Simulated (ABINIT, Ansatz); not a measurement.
**HCl (I4/mmm): zone-centre phonons**

Aim: the zone-centre modes of HCl (I4/mmm).

Main program and level: ABINIT 10.8.3; DFT LDA, scalar-relativistic, plane waves, PseudoDojo norm-conserving pseudopotentials.

The database entry behind the starting cell is an old determination (1933), so it need not match the best structure at ambient conditions.

**1. Set-up**

The structure is tetragonal, space group I4/mmm (No. 139). The conventional cell has a = 4.620 Å, b = 4.620 Å, c = 3.059 Å, α = 90.00°, β = 90.00°, γ = 90.00°. H has 2 Cl at 1.53 Å nearest. Nearest to Cl lie 2 H at 1.53 Å. Farther neighbours and most contacts between anions are not listed.

Structure file:

```cif
data_structure
_symmetry_space_group_name_H-M 'I4/mmm'
_symmetry_Int_Tables_number 139
_cell_length_a 4.6201
_cell_length_b 4.6201
_cell_length_c 3.0587
_cell_angle_alpha 90.000
_cell_angle_beta 90.000
_cell_angle_gamma 90.000
_cell_volume 65.29
loop_
_atom_site_label
_atom_site_type_symbol
_atom_site_symmetry_multiplicity
_atom_site_Wyckoff_symbol
_atom_site_fract_x
_atom_site_fract_y
_atom_site_fract_z
_atom_site_occupancy
H1 H 2 a 0.00000 0.00000 0.00000 1
Cl1 Cl 2 b 0.00000 0.00000 0.50000 1
```

**2. Relaxing the cell and atoms**

The harmonic expansion needs vanishing forces, and a free crystal bears no stress, so cell and atoms are brought to rest. Stress is more sensitive to the basis than forces are: the last 3 Ha under the cutoff are smoothed with ecutsm, and the cutoff is raised above that of the later runs.

The starting cell comes from a relaxation made beforehand in Ansatz (LDA, PseudoDojo NC).

File relax.abi:

```
# relaxation
ionmov 2
optcell 2
dilatmx 1.08
ntime 40
tolmxf 1.0d-05
tolvrs 1.0d-14
prtwf 0
prtden 0
chksymtnons 0

# basis, mesh and filling
ecut 39.0
ecutsm 3.0
ngkpt 10 10 10
nshiftk 1
shiftk 0.0 0.0 0.0
istwfk *1
occopt 1
nband 4
nstep 100
diemac 9.0
prtebands 0
prtgsr 0
useylm 1

# cell and atoms
acell 8.730729344 6.816532415 6.816532415
rprim 
    0.0 0.7071067812 0.7071067812
    0.4239742231 0.0 0.9056742561
    0.4239742231 0.9056742561 0.0
ntypat 2
znucl 1 17
natom 2
typat 1 2
xred 
    0.0 0.0 0.0
    0.5 0.5 0.5
pp_dirpath "./pseudo"
pseudos "H.upf, Cl.upf"
```

The run is started by

```sh
$ OMP_NUM_THREADS=1 mpirun -n 4 abinit relax.abi > relax.log
```

Numbers of over 12 decimals in the logs are rounded to 6 here.

relax.abo, the main output file:

```text
[banners, grids, parts of the stress and lines that vanish by symmetry left out]
- input  file    -> relax.abi
- output file    -> relax.abo
- root for input  files -> relaxi
[...]
Symmetries : space group I4/m m m (#139); Bravais tI (body-center tetrag.)
[...]
mpw =        3265          nfft =      157464          nkpt =         102
[...]
== DATASET  1 ==================================================================
[...]
cutoff_energies: {ecut:  39.0, pawecutdg:  -1.0, }
[...]
ETOT  1  -16.978042052330    -1.698E+01 7.147E-02 2.582E+01
 ETOT  2  -16.989398126358    -1.136E-02 4.061E-04 4.085E+00
 ETOT  3  -16.989660196690    -2.621E-04 4.799E-06 1.648E-02
 ETOT  4  -16.989661109015    -9.123E-07 4.946E-07 5.736E-04
 ETOT  5  -16.989661120375    -1.136E-08 3.074E-09 6.978E-05
[...]
At SCF step   10       vres2   =  1.18E-15 < tolvrs=  1.00E-14 =>converged.
[...]
sigma(1 1)= -4.60760821E-07  sigma(3 2)=  4.25276743E-14
  sigma(2 2)= -5.12271066E-07  sigma(3 1)= -4.54228009E-14
  sigma(3 3)= -5.12271066E-07  sigma(2 1)= -4.54231548E-14
[...]
convergence: {deltae:  4.299E-13, res2:  1.178E-15, residm:  2.054E-15, diffor: null, }
etotal    :  -1.69896611E+01
[...]
ETOT  1  -16.989661123893    -1.699E+01 1.576E-11 6.645E-05
[...]
At SCF step    7       vres2   =  1.32E-15 < tolvrs=  1.00E-14 =>converged.
[...]
sigma(1 1)= -3.03417852E-07  sigma(3 2)=  4.25235402E-14
  sigma(2 2)= -5.01463723E-07  sigma(3 1)= -4.54185588E-14
  sigma(3 3)= -5.01463723E-07  sigma(2 1)= -4.54186007E-14
[...]
convergence: {deltae:  4.547E-13, res2:  1.317E-15, residm:  1.593E-18, diffor: null, }
etotal    :  -1.69896611E+01
[...]
ETOT  1  -16.989660964926    -1.699E+01 7.049E-11 5.472E-03
[...]
At SCF step    8       vres2   =  6.40E-16 < tolvrs=  1.00E-14 =>converged.
[...]
sigma(1 1)=  8.75869104E-07  sigma(3 2)=  4.24897102E-14
  sigma(2 2)= -3.94184809E-07  sigma(3 1)= -4.53851746E-14
  sigma(3 3)= -3.94184809E-07  sigma(2 1)= -4.53843562E-14
[...]
convergence: {deltae:  4.974E-14, res2:  6.401E-16, residm:  3.124E-18, diffor: null, }
etotal    :  -1.69896612E+01
[...]
ETOT  1  -16.989661132066    -1.699E+01 5.723E-12 7.530E-04
[...]
At SCF step    7       vres2   =  5.07E-15 < tolvrs=  1.00E-14 =>converged.
[...]
sigma(1 1)=  1.06044443E-06  sigma(3 2)=  4.24750091E-14
  sigma(2 2)= -3.45816651E-07  sigma(3 1)= -4.53727748E-14
  sigma(3 3)= -3.45816651E-07  sigma(2 1)= -4.53721530E-14
[...]
convergence: {deltae:  5.755E-13, res2:  5.075E-15, residm:  1.569E-17, diffor: null, }
etotal    :  -1.69896612E+01
[...]
ETOT  1  -16.989660659618    -1.699E+01 1.204E-10 1.369E-02
[...]
At SCF step    8       vres2   =  6.75E-16 < tolvrs=  1.00E-14 =>converged.
[...]
sigma(1 1)=  1.19564236E-06  sigma(3 2)=  4.24120002E-14
  sigma(2 2)= -1.20726916E-07  sigma(3 1)= -4.53212115E-14
[...]
convergence: {deltae:  3.908E-14, res2:  6.748E-16, residm:  3.292E-18, diffor: null, }
etotal    :  -1.69896612E+01
[...]
ETOT  1  -16.989661094174    -1.699E+01 6.939E-11 2.718E-03
[...]
At SCF step    8       vres2   =  2.21E-16 < tolvrs=  1.00E-14 =>converged.
[...]
convergence: {deltae:  4.370E-13, res2:  2.210E-16, residm:  5.042E-19, diffor: null, }
etotal    :  -1.69896612E+01
[...]
ETOT  1  -16.989661211614    -1.699E+01 3.307E-11 9.487E-05
[...]
At SCF step    7       vres2   =  5.32E-15 < tolvrs=  1.00E-14 =>converged.
[...]
sigma(2 2)=  1.66992520E-08  sigma(3 1)= -4.52986199E-14
  sigma(3 3)=  1.66992520E-08  sigma(2 1)= -4.52979751E-14
[...]
convergence: {deltae: -6.040E-14, res2:  5.315E-15, residm:  9.501E-19, diffor: null, }
etotal    :  -1.69896612E+01
[...]
ETOT  1  -16.989661214037    -1.699E+01 1.270E-09 7.387E-05
[...]
ETOT  6  -16.989661216575    -5.898E-13 5.255E-17 1.959E-13
 ETOT  7  -16.989661216574     8.491E-13 1.605E-18 1.025E-15
 At SCF step    7       vres2   =  1.03E-15 < tolvrs=  1.00E-14 =>converged.
[...]
sigma(1 1)=  7.16192939E-09  sigma(3 2)=  4.23803548E-14
  sigma(2 2)=  4.03502256E-09  sigma(3 1)= -4.53013494E-14
  sigma(3 3)=  4.03502256E-09  sigma(2 1)= -4.53017938E-14
[...]
convergence: {deltae:  8.491E-13, res2:  1.025E-15, residm:  1.605E-18, diffor: null, }
etotal    :  -1.69896612E+01
[...]
At Broyd/MD step   8, gradients are converged :
[...]
sigma(1 1)=  7.16192939E-09  sigma(3 2)=  4.23803548E-14
  sigma(2 2)=  4.03502256E-09  sigma(3 1)= -4.53013494E-14
  sigma(3 3)=  4.03502256E-09  sigma(2 1)= -4.53017938E-14
[...]
- sigma(1 1)=  2.10711237E-04  sigma(3 2)=  1.24687309E-09
- sigma(2 2)=  1.18714462E-04  sigma(3 1)= -1.33281172E-09
- sigma(3 3)=  1.18714462E-04  sigma(2 1)= -1.33282479E-09
[...]
fcart     -0.0000000000E+00 -0.0000000000E+00 -0.0000000000E+00
           strten      7.1619293868E-09  4.0350225648E-09  4.0350225648E-09
================================================================================

[key lines of the parts left out:]
pressure_GPa:  -1.4938E-04
Total energy (etotal) [Ha]= -1.69896612165743E+01
```

The job ended after 91 s (4 MPI ranks of Arm Neoverse V2, shared host; 6.1 min of CPU time).

Little changed from the start: no atom moved by 0.005 Å and no cell edge by 0.1 %.

Numbers from this step:

```
volume per atom : 16.35 Å³
pressure        : -1.49e-4 GPa
```

**3. Ground state**

First-order wavefunctions inherit every error of the ground state, hence the very tight tolvrs. The mesh is shifted off Γ, since shifted meshes converge sums over the zone faster.

File gs.abi:

```
# ground state
tolvrs 1.0d-16
prtden 1
prtwf 1

# basis, mesh and filling
ecut 31.0
ngkpt 8 8 8
nshiftk 4
shiftk 
    0.5 0.5 0.5
    0.5 0.0 0.0
    0.0 0.5 0.0
    0.0 0.0 0.5
istwfk *1
occopt 1
nband 4
nstep 100
diemac 9.0
prtebands 0
prtgsr 0
useylm 1

# cell and atoms
acell 8.738021574 6.821237081 6.821237081
rprim 
    0.0 0.7071067812 0.7071067812
    0.4236936764 0.0 0.9058055358
    0.4236936764 0.9058055358 0.0
ntypat 2
znucl 1 17
natom 2
typat 1 2
xred 
    0.0 0.0 0.0
    0.5 0.5 0.5
pp_dirpath "./pseudo"
pseudos "H.upf, Cl.upf"
```

The run is started by

```sh
$ OMP_NUM_THREADS=1 mpirun -n 4 abinit gs.abi > gs.log
```

gs.abo, the main output file:

```text
[banners, grids, parts of the stress and lines that vanish by symmetry left out]
- input  file    -> gs.abi
- output file    -> gs.abo
- root for input  files -> gsi
[...]
Symmetries : space group I4/m m m (#139); Bravais tI (body-center tetrag.)
[...]
mpw =        1838          nfft =       91125          nkpt =         144
[...]
== DATASET  1 ==================================================================
[...]
cutoff_energies: {ecut:  31.0, pawecutdg:  -1.0, }
[...]
ETOT  1  -16.981649289214    -1.698E+01 6.989E-02 1.469E+01
 ETOT  2  -16.989695630284    -8.046E-03 1.254E-04 2.499E+00
 ETOT  3  -16.989977251692    -2.816E-04 5.457E-06 9.468E-03
 ETOT  4  -16.989978063375    -8.117E-07 1.396E-07 4.549E-04
 ETOT  5  -16.989978072977    -9.603E-09 3.750E-09 4.148E-05
[...]
ETOT 10  -16.989978074137     3.659E-13 1.758E-16 2.774E-16
 ETOT 11  -16.989978074137    -2.842E-14 4.428E-18 8.426E-17
 At SCF step   11       vres2   =  8.43E-17 < tolvrs=  1.00E-16 =>converged.
[...]
sigma(1 1)=  7.40196275E-06  sigma(3 2)= -6.72068741E-14
  sigma(2 2)=  1.65304187E-06  sigma(3 1)=  7.18398854E-14
  sigma(3 3)=  1.65304187E-06  sigma(2 1)=  7.18402010E-14
[...]
convergence: {deltae: -2.842E-14, res2:  8.426E-17, residm:  4.428E-18, diffor: null, }
etotal    :  -1.69899781E+01
[...]
sigma(1 1)=  7.40196275E-06  sigma(3 2)= -6.72068741E-14
  sigma(2 2)=  1.65304187E-06  sigma(3 1)=  7.18398854E-14
  sigma(3 3)=  1.65304187E-06  sigma(2 1)=  7.18402010E-14
[...]
- sigma(1 1)=  2.17773263E-01  sigma(3 2)= -1.97729450E-09
- sigma(2 2)=  4.86341708E-02  sigma(3 1)=  2.11360240E-09
- sigma(3 3)=  4.86341708E-02  sigma(2 1)=  2.11361169E-09
[...]
fcart     -0.0000000000E+00 -0.0000000000E+00 -0.0000000000E+00
           strten      7.4019627530E-06  1.6530418667E-06  1.6530418667E-06
================================================================================

[key lines of the parts left out:]
pressure_GPa:  -1.0501E-01
```

Elapsed: 15 s, on 4 MPI ranks; 58 s of CPU time.

This step gave:

```yaml
pressure: -0.1050 GPa
```

The cell stands at -0.11 GPa: the relaxation ran with a smoothed and higher cutoff and on another k mesh.

**4. The gap at rest**

Empty bands on the ground state's density check that the gap assumed so far is there in this cell.

File gap.abi:

```
# empty bands on the ground state's density
iscf -2
getden_filepath "gso_DEN"
tolwfr 1.0d-12
nbdbuf 2
prtwf 0

# basis, mesh and filling
ecut 31.0
ngkpt 12 12 12
nshiftk 1
shiftk 0.0 0.0 0.0
istwfk *1
occopt 1
nband 8
nstep 100
diemac 9.0
prtebands 0
prtgsr 0
useylm 1

# cell and atoms
acell 8.738021574 6.821237081 6.821237081
rprim 
    0.0 0.7071067812 0.7071067812
    0.4236936764 0.0 0.9058055358
    0.4236936764 0.9058055358 0.0
ntypat 2
znucl 1 17
natom 2
typat 1 2
xred 
    0.0 0.0 0.0
    0.5 0.5 0.5
pp_dirpath "./pseudo"
pseudos "H.upf, Cl.upf"
```

The run is started by

```sh
$ OMP_NUM_THREADS=1 mpirun -n 4 abinit gap.abi > gap.log
```

gap.abo, the main output file:

```text
[banners, grids, parts of the stress and lines that vanish by symmetry left out]
- input  file    -> gap.abi
- output file    -> gap.abo
- root for input  files -> gapi
[...]
Symmetries : space group I4/m m m (#139); Bravais tI (body-center tetrag.)
[...]
mpw =        1839          nfft =       91125          nkpt =         163
[...]
== DATASET  1 ==================================================================
[...]
cutoff_energies: {ecut:  31.0, pawecutdg:  -1.0, }
[...]
-outvars: echo values of variables after computation
            acell      8.7380215740E+00  6.8212370810E+00  6.8212370810E+00 Bohr
================================================================================
```

The job ended after 17 s (4 MPI ranks; 66 s of CPU time).

Read from the output:

```
gap on the k-mesh : 2.352 eV
```

In this cell the gap on the mesh is 2.4 eV, indirect (smallest direct 2.8 eV), so fixed occupations hold.

**5. Zone-centre response**

The derivative of the wavefunctions by k comes first, since the response to a field is built on it; then the field and the displacements that symmetry doesn't supply are solved at q = 0.

It reads the wavefunctions written in step 3.

File dfpt_gamma.abi:

```
ndtset 2

# common to the responses
getwfk_filepath "gso_WFK"
kptopt 2
nqpt 1
qpt 0.0 0.0 0.0
asr 0
chneut 0

# d/dk
rfelfd1 2
rfdir1 1 1 1
iscf1 -3
tolwfr1 1.0d-20

# displacements, field
rfphon2 1
rfatpol2 1 2
rfdir2 1 1 1
rfelfd2 3
getddk2 1
tolvrs2 1.0d-10
prtwf2 0

# basis, mesh and filling
ecut 31.0
ngkpt 8 8 8
nshiftk 4
shiftk 
    0.5 0.5 0.5
    0.5 0.0 0.0
    0.0 0.5 0.0
    0.0 0.0 0.5
istwfk *1
occopt 1
nband 4
nstep 100
diemac 9.0
prtebands 0
prtgsr 0
useylm 1

# cell and atoms
acell 8.738021574 6.821237081 6.821237081
rprim 
    0.0 0.7071067812 0.7071067812
    0.4236936764 0.0 0.9058055358
    0.4236936764 0.9058055358 0.0
ntypat 2
znucl 1 17
natom 2
typat 1 2
xred 
    0.0 0.0 0.0
    0.5 0.5 0.5
pp_dirpath "./pseudo"
pseudos "H.upf, Cl.upf"
```

The run is started by

```sh
$ OMP_NUM_THREADS=1 mpirun -n 4 abinit dfpt_gamma.abi > dfpt_gamma.log
```

dfpt_gamma.abo, the main output file:

```text
[banners, grids, parts of the stress and lines that vanish by symmetry left out]
- input  file    -> dfpt_gamma.abi
- output file    -> dfpt_gamma.abo
- root for input  files -> dfpt_gammai
[...]
DATASET    1 : space group I4/m m m (#139); Bravais tI (body-center tetrag.)
[...]
nfft =       91125          nkpt =        1024
[...]
DATASET    2 : space group I4/m m m (#139); Bravais tI (body-center tetrag.)
[...]
nfft =       91125          nkpt =        1024
[...]
== DATASET  1 ==================================================================
[...]
cutoff_energies: {ecut:  31.0, pawecutdg:  -1.0, }
[...]
- 17.00000   7.00000  180309                  znucl, zion, pspdat
[...]
Perturbation : derivative vs k along direction   1
[...]
-ETOT  1  -11.814669515628     -1.181E+01 4.248E-01 0.000E+00
 ETOT  2  -11.863435518616     -4.877E-02 2.751E-03 0.000E+00
 ETOT  3  -11.863817991028     -3.825E-04 2.656E-05 0.000E+00
 ETOT  4  -11.863822491451     -4.500E-06 6.265E-07 0.000E+00
 ETOT  5  -11.863822559955     -6.850E-08 1.631E-08 0.000E+00
[...]
At SCF step   14   max residual=  1.00E-20 < tolwfr=  1.00E-20 =>converged.
[...]
Perturbation : derivative vs k along direction   2
[...]
-ETOT  1  -11.814669517372     -1.181E+01 4.248E-01 0.000E+00
[...]
At SCF step   14   max residual=  1.00E-20 < tolwfr=  1.00E-20 =>converged.
[...]
Perturbation : derivative vs k along direction   3
[...]
-ETOT  1  -11.814669517144     -1.181E+01 4.248E-01 0.000E+00
[...]
At SCF step   14   max residual=  1.00E-20 < tolwfr=  1.00E-20 =>converged.
[...]
1        1       0.8856999669    0.0000000000
     1        2       0.9467593898    0.0000000000
     1        3       0.9467593898    0.0000000000
     2        1       0.9467593898    0.0000000000
     2        2       4.0481127952    0.0000000000
     2        3       2.0240563976    0.0000000000
     3        1       0.9467593898    0.0000000000
     3        2       2.0240563976    0.0000000000
     3        3       4.0481127952    0.0000000000
[...]
== DATASET  2 ==================================================================
[...]
cutoff_energies: {ecut:  31.0, pawecutdg:  -1.0, }
[...]
Perturbation : displacement of atom   1   along direction   1
[...]
-ETOT  1  -2.074042     -5.741E+01 3.413E-01 4.191E+02
[...]
At SCF step    9       vres2   =  3.31E-11 < tolvrs=  1.00E-10 =>converged.
[...]
Perturbation : displacement of atom   1   along direction   2
[...]
-ETOT  1  -1.917713     -3.701E+01 6.113E-01 5.266E+02
[...]
At SCF step   10       vres2   =  3.13E-12 < tolvrs=  1.00E-10 =>converged.
[...]
Perturbation : displacement of atom   2   along direction   1
[...]
-ETOT  1  -1.275957     -9.322E+02 3.117E+00 1.090E+02
[...]
At SCF step   11       vres2   =  1.41E-11 < tolvrs=  1.00E-10 =>converged.
[...]
Perturbation : displacement of atom   2   along direction   2
[...]
-ETOT  1  -1.273339     -5.604E+02 2.884E+00 8.198E+02
[...]
At SCF step   10       vres2   =  4.47E-11 < tolvrs=  1.00E-10 =>converged.
[...]
Perturbation : homogeneous electric field along direction   1
[...]
-ETOT  1  -110.20678576083     -1.102E+02 7.045E+00 4.392E+04
[...]
ETOT  9  -118.89542722171     -2.147E-10 1.234E-11 9.654E-09
 ETOT 10  -118.89542722171     -2.373E-12 5.596E-13 1.721E-11
 At SCF step   10       vres2   =  1.72E-11 < tolvrs=  1.00E-10 =>converged.
[...]
Dielectric tensor, in cartesian coordinates,
[...]
1    4   1    4         6.1481093137        -0.0000000000
   1    4   2    4        -0.0000000002        -0.0000000000
   1    4   3    4        -0.0000000002        -0.0000000000
   2    4   1    4        -0.0000000002        -0.0000000000
   2    4   2    4         2.3300605830        -0.0000000000
   2    4   3    4         0.0000000001        -0.0000000000
   3    4   1    4        -0.0000000002        -0.0000000000
   3    4   2    4         0.0000000001        -0.0000000000
   3    4   3    4         2.3300605830        -0.0000000000
  Effective charges, in cartesian coordinates,
[...]
1    1   1    4         5.0799960958         0.0000000000
   2    1   1    4         0.0000000000         0.0000000000
   3    1   1    4        -0.0000000000         0.0000000000
   1    2   1    4        -4.4629816688         0.0000000000
   2    2   1    4         0.0000000000         0.0000000000
[...]
Effective charges, in cartesian coordinates,
[...]
2    4   1    2         0.0000000002         0.0000000000
   3    4   1    2         0.0000000002         0.0000000000
   1    4   2    2        -0.0000000000         0.0000000000
   2    4   2    2        -0.2878343473         0.0000000000
   3    4   2    2        -0.0000000000         0.0000000000
   1    4   3    2         0.0000000000         0.0000000000
   2    4   3    2        -0.0000000000         0.0000000000
   3    4   3    2        -0.2878343473         0.0000000000
  Phonon wavevector (reduced coordinates) :  0.00000  0.00000  0.00000
 Phonon energies in Hartree :
[...]
Phonon frequencies in cm-1    :
- -1.756095E+03 -8.848090E+02 -8.848090E+02  1.744355E-01  3.367018E-01
-  3.367019E-01
  Phonon at Gamma, with non-analyticity in the
[...]
Phonon energies in Hartree :
[...]
Phonon frequencies in cm-1    :
- -8.848090E+02 -8.848090E+02 -4.870354E+01  3.367018E-01  3.367019E-01
-  1.822786E+03
  Phonon at Gamma, with non-analyticity in the
[...]
Phonon energies in Hartree :
[...]
Phonon frequencies in cm-1    :
- -1.756095E+03 -8.848090E+02 -8.533884E+02  1.744355E-01  3.367018E-01
-  3.368046E-01
  Phonon at Gamma, with non-analyticity in the
[...]
Phonon energies in Hartree :
[...]
Phonon frequencies in cm-1    :
- -1.756095E+03 -8.848090E+02 -8.533884E+02  1.744355E-01  3.367019E-01
-  3.368045E-01
[...]
fcart2     0.0000000000E+00  0.0000000000E+00  0.0000000000E+00
           strten2     0.0000000000E+00  0.0000000000E+00  0.0000000000E+00
================================================================================
```

Wall time 9 min (4 MPI ranks); 36 min of CPU time.

This step gave:

```yaml
miss_of_the_charge_sum_rule: 0.6170 e
largest_acoustic_frequency_at_the_zone_centre_before_the_sum_rule: 0.34 cm⁻¹
highest_optical_zone_centre_mode_no_lo_to_term: -884.8 cm⁻¹
lowest_optical_zone_centre_mode: -1756 cm⁻¹
mean_high_frequency_dielectric_constant: 3.603
largest_born_charge_in_size_third_of_the_trace: 1.885 e
```

Born charge (rows field, columns displacement), before the sum rule (e), principal values of the symmetric part by kind of site:

| atom | atoms with these values | low | middle | high | mean |
| --- | --- | --- | --- | --- | --- |
| H1 | 1 | 0.29 | 0.29 | 5.08 | 1.89 |
| Cl2 | 1 | -4.46 | -0.29 | -0.29 | -1.68 |

In full for H1:

```
5.08 0.00 0.00
0.00 0.29 0.00
0.00 0.00 0.29
```

High-frequency dielectric tensor:

```
6.15 0.00 0.00
0.00 2.33 0.00
0.00 0.00 2.33
```

The acoustic modes at Γ come out as far as 0.3 cm⁻¹ from zero, where they should vanish, a small numerical error; the Born charges miss their sum rule by 0.62 e, too much: mesh or cutoff is short for the field response. The lowest optical mode is imaginary, 1756i cm⁻¹, an instability at this level and on this k mesh.

[end of part 1 of 2]

[Host names and launcher messages were left out of these logs when they were recorded.]

[Logs are printed without paths, hosts, clocks, repeated set-up lines and the standing remarks that a program may print on its own settings, such as how far it seeks lower states.]

[Hosts, paths, dates, database ids (printed as entryN), source tags and the programs' standing remarks are cut or masked in the printed files.]
